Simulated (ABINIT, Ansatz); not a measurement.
# Calculated records

### How the form of the self-energy moves the gap of CdS (Hawleyite)

The structure is cubic, space group F-43m (No. 216). The conventional cell has a = 5.916 Å, b = 5.916 Å, c = 5.916 Å, α = 90.00°, β = 90.00°, γ = 90.00°. Cd has 4 S at 2.56 Å nearest. Nearest to S lie 4 Cd at 2.56 Å. Farther neighbours, and contacts between anions beyond the nearest, are not listed.

```
method                             : RPA screening on PBE, plane waves, norm-conserving pseudopotentials (and 3 further levels or steps)
program                            : ABINIT 10.8.3
settings                           : cutoff 47 Ha, PseudoDojo scalar-relativistic 0.4.1 standard, norm-conserving, ngkpt (4, 4, 4), nband 148, ecuteps 6.5 Ha, inclvkb 2, shiftk (0, 0, 0), symchi 1, awtr 1, frequency ppm, 4×4×4 k-mesh
cost                               : 6 runs, 4.3 min in all on 8 MPI ranks of Intel Xeon Platinum 8488C (Sapphire Rapids), shared host
notes                              :  Limits: no spin-orbit coupling. The 4×4×4 mesh is coarse for this cell, which bears on the long-range parts of exchange and screening.
G0W0, Godby-Needs plasmon pole     : 1.982 eV
G0W0, Hybertsen-Louie plasmon pole : 2.162 eV
G0W0, Engel-Farid plasmon pole     : 1.911 eV
one-shot Hartree-Fock              : 7.959 eV
known limits                       : short of the basis limit; no spin-orbit coupling; coarse k mesh
```

G0W0, Hybertsen-Louie plasmon pole: +0.180 eV against G0W0, Godby-Needs plasmon pole. G0W0, Engel-Farid plasmon pole: −0.071 eV against G0W0, Godby-Needs plasmon pole.

[Long decimals in the printed logs are rounded to 6 places.]

[Logs are printed without paths, hosts, clocks, repeated set-up lines and the standing remarks that a program may print on its own settings, such as how far it seeks lower states.]

[Paths, hosts, dates, memory and timing lines, banners, echoed tables and standing remarks are left out of the program output; an Ansatz launch command may be rebuilt from the run's recorded settings. Measured values are a selection of at most five: reports struck by readers or far from the other reports are left out. None is set beside runs whose start may be inverted or whose files or cutoffs have a known fault.]

[Runs of the session that timed out or met a known fault of the program may be left out.]

[Hosts, paths, dates, database ids (printed as entryN), source tags and the programs' standing remarks are cut or masked in the printed files.]

[G0W0 gaps are taken among the corrected bands and points alone; a level outside them can change the order at an edge.]

[Where Ansatz stands beside ABINIT at settings called matched, ABINIT's density can come from a denser mesh and the files from another edition; pairs whose starting gaps differed by over 0.03 eV were left out, so agreement reads better than it is.]
